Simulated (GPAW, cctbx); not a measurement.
# GaB3As4: deformation density and structure factors from DFT

Question: by how much does bonding change the structure factors of GaB3As4?

The cell is our own: ordered zincblende alloy in the eight-atom cube, 3 of 4 Ga sites given to B. All numbers below are calculated.

## Step 1: Relax the structure

The density hangs on the geometry, so cell and atoms are relaxed first, with the symmetry held. The cutoff is set higher than for the density because stress converges slowly with plane waves.

Settings: GPAW 26.7.0, PBE, 650 eV, 4×4×4 k-points, Fermi–Dirac width 0.02 eV, BFGS to 0.02 eV/Å.

```text
cell
1.0
     5.052500000    0.000000000    0.000000000
     0.000000000    5.052500000    0.000000000
     0.000000000    0.000000000    5.052500000
B As Ga
3 4 1
Direct
0.000000000 0.000000000 0.500000000
0.000000000 0.500000000 0.000000000
0.500000000 0.000000000 0.000000000
0.250000000 0.250000000 0.750000000
0.250000000 0.750000000 0.250000000
0.750000000 0.250000000 0.250000000
0.750000000 0.750000000 0.750000000
0.500000000 0.500000000 0.500000000
```

```console
$ OMP_NUM_THREADS=1 mpirun -n 4 gpaw python run.py > gpaw.log
```

```text
BFGS:    0      -39.629828        4.578240
BFGS:    1      -40.547989        2.422639
BFGS:    2      -40.942752        0.289720
BFGS:    3      -40.949206        0.041399
...
BFGS:    6      -40.949795        0.030718
BFGS:    7      -40.949909        0.020525
BFGS:    8      -40.949948        0.003939
cell  5.0689 5.0689 5.0689  90.00 90.00 90.00
volume 130.240 A^3, largest force 0.002 eV/A, largest stress 0.01 GPa
```

After 8 steps the volume has changed by +1.0 % and the energy by -1.320 eV; the largest stress left is 0.01 GPa. It took 49 s on 4 cores of Arm Neoverse V2 (shared host), peak memory 0.95 GiB.

Relaxed structure: P-43m (no. 215), a = 5.0689 Å, b = 5.0689 Å, c = 5.0689 Å, α = 90.00°, β = 90.00°, γ = 90.00°.

```csv
atom,mult.,x,y,z
As1,4,0.2329,0.2329,0.7671
Ga1,1,1/2,1/2,1/2
B1,3,0,0,1/2
```

## Step 2: The all-electron density

X-rays see the whole electron density, so the PAW density is rebuilt with its core regions. Subtracting spherical free atoms from the same code cancels the cores and leaves the deformation density Δρ, the part due to bonding.

Settings: PBE, 600 eV, 5×5×5 k-points, Fermi–Dirac width 0.02 eV; primitive cell of 8 atoms.

```console
$ OMP_NUM_THREADS=1 mpirun -n 4 gpaw python run.py > gpaw.log
```

```text
|iter:   1|       0s |  -41.950010 | -0.33 |       |
|iter:   2|       1s |  -41.753255 | -2.02 | -0.82 |
|iter:   3|       1s |  -40.967822 | -1.21 | -0.86 |
...
|iter:   7|       4s |  -40.959811c| -5.75 | -3.01 |
|iter:   8|       4s |  -40.959812c| -6.73 | -3.70 |
|iter:   9|       5s |  -40.959813c| -8.06c| -4.29c|
```

```text
grid (60, 60, 60)  electrons 178.000  moved by bonding 1.922 e
deformation density beyond 0.5 A of the nuclei: max 0.181, min -0.076 e/A^3
atom        x       y       z   Voronoi charge  moment
As1    0.2329  0.2329  0.7671      0.087       0.00
As2    0.2329  0.7671  0.2329      0.087       0.00
As3    0.7671  0.2329  0.2329      0.087       0.00
As4    0.7671  0.7671  0.7671      0.087       0.00
Ga5    0.5000  0.5000  0.5000      0.037       0.00
B 6    0.0000  0.0000  0.5000     -0.128       0.00
B 7    0.0000  0.5000  0.0000     -0.128       0.00
B 8    0.5000  0.0000  0.0000     -0.128       0.00
mean inner potential of superposed free atoms 16.594 V
total magnetic moment 0.000 muB
```

Deformation density in a plane through the shortest contact of the As atom at the origin, in 0.01 e/Å³ (clipped at ±99); x from -1.6 to 3.7 Å, y from 2.4 down to -2.4 Å:

```text
  7  -2   .   1  -2  -2  -2  -2  -2  -2  -2  -2  -2  -2  -2  -2
 15   .   .   .  -5  -3  -2  -2  -2  -2  -2  -2  -2  -2  -2  -2
  8   1   .   7   2   0  -2  -2  -2  -2  -2  -2  -2  -2  -2  -2
  2   1   8  17  13   4  -1  -2  -2  -3  -2  -1   0  -1  -2  -2
 -1   1   8  13   9   0  -3   0   1  -3  -4  -1   1   0  -2  -2
 -2  -2  -2  -3   .   .  -4   8  10   2   .   .  -1  -2  -2  -2
 -3  -4  -7  -5   .   .  -4  13  17  10   .   .  -4  -4  -3  -2
 -2  -3  -3  -4   .   .  -4   7  10   3   .   .   4   1  -1  -2
 -2  -1   0   1  -3  -6  -5   0   2   1   4  14  16   8   0  -2
 -2  -1   0   0  -1  -3  -4  -3  -1   0   4  11  10   2  -3  -1
 -2  -2  -2  -1  -2  -2  -3  -2  -2  -2  -1  -1  -5   .  -6   4
 -2  -2  -2  -2  -2  -2  -2  -2  -2  -3  -3  -4   .   .  -4   7
 -2  -2  -2  -2  -3  -3  -2  -2  -2  -1   0   2  -1  -4  -5   3
```

Atoms in or within 0.15 Å of the plane: As (0.0, 0.0), B (2.1, 0.0), B (-0.8, 2.0) Å. Dots mark points within about 0.45 Å of a nucleus; large values next to them are atomic features.

B gains most (-0.13 e) and As loses most (+0.09 e), which isn't the order of electronegativity: valence and coordination count too, and Voronoi cells cut space at the midplane whatever the atoms' sizes. Such charges fall far short of formal ones, since overlapping free atoms already put density on their neighbours. Along the shortest contact from the As atom at the map's origin, As–B at 2.15 Å, Δρ is +0.18 e/Å³ at the midpoint and highest, +0.18, 1.17 Å from As (points within 0.5 Å of a nucleus left out): a bond charge, the mark of covalency. At the midpoints of other shortest contacts it is +0.16 (As–Ga, 2.35 Å) and +0.01 (As–As, 3.34 Å) e/Å³. Point values carry grid noise of about 0.01 e/Å³. The run needed 9 iterations, 9.4 s.

## Step 3: From the density to structure factors

The Fourier components of Δρ, added to those of the free atoms, give the static X-ray structure factors; the Mott–Bethe relation turns them into the Fourier components V of the potential that fast electrons feel.

```text
static structure factors of the conventional cell: F in electrons, V (Mott-Bethe) in volts
   h  k  l      d  |F| table  |F| free   |F| DFT   change   |V| free  |V| DFT  change %
   0  1  0  5.0689    11.570    11.590    11.564   -0.026     0.246    0.269      9.6
   0  1  1  3.5843    25.024    25.052    24.969   -0.083     1.113    1.151      3.4
   1  1  1  2.9265   113.274   113.367   114.040    0.672     7.368    7.142     -3.1
   0  2  0  2.5345    69.701    69.763    69.511   -0.252     2.986    3.043      1.9
   0  2  1  2.2669    32.357    32.295    32.121   -0.174     1.360    1.391      2.3
   1  2  1  2.0694    28.879    28.809    28.609   -0.200     1.261    1.289      2.2
   0  2  2  1.7921   117.872   117.617   117.413   -0.205     6.148    6.171      0.4
   1  2  2  1.6896    11.078    10.988    11.084    0.096     0.297    0.287     -3.4
   0  3  0  1.6896    48.579    48.397    48.282   -0.116     1.946    1.958      0.6
   0  3  1  1.6029    16.138    16.033    16.036    0.003     0.497    0.496     -0.1
   1  3  1  1.5283    86.273    86.032    85.637   -0.396     3.819    3.853      0.9
   2  2  2  1.4633    54.419    54.282    54.288    0.006     1.722    1.723      0.1
   0  3  2  1.4059     8.112     8.133     8.098   -0.035     0.464    0.467      0.5
   1  3  2  1.3547    26.138    26.037    26.072    0.036     0.925    0.923     -0.2
```

The largest X-ray change is +0.67 e on 111, 0.6 % of |F|. For electrons V goes as (Z − F)/g², so a change of F counts against Z − F, which is small at low angle and wherever the atoms' terms cancel: |V| of 010 moves by +9.6 % (0.25 to 0.27 V) against -0.2 % in |F|. The tabulated Hartree–Fock atoms differ from the free DFT atoms by up to 0.25 e, so the choice of reference atom matters too.

## Step 4: Answer

Bonding moves 1.92 e in the primitive cell of GaB3As4 and changes the structure factors of the conventional cell in the table above by at most 0.67 e (111, 0.6 %), and among reflections above 2 % of the strongest by up to 0.9 % (122). The shortest bond, As–B, has Δρ = +0.18 e/Å³ at its midpoint, a covalent bond charge. Limits: static density, frozen cores, no spin–orbit coupling.

[Outputs are excerpts: Python notices, other lines and further rows are left out; steps that failed or that the build refused (PBEsol, TPSS) are not shown.]

[Logs are printed without paths, hosts, clocks, repeated set-up lines and the standing remarks that a program may print on its own settings, such as how far it seeks lower states.]
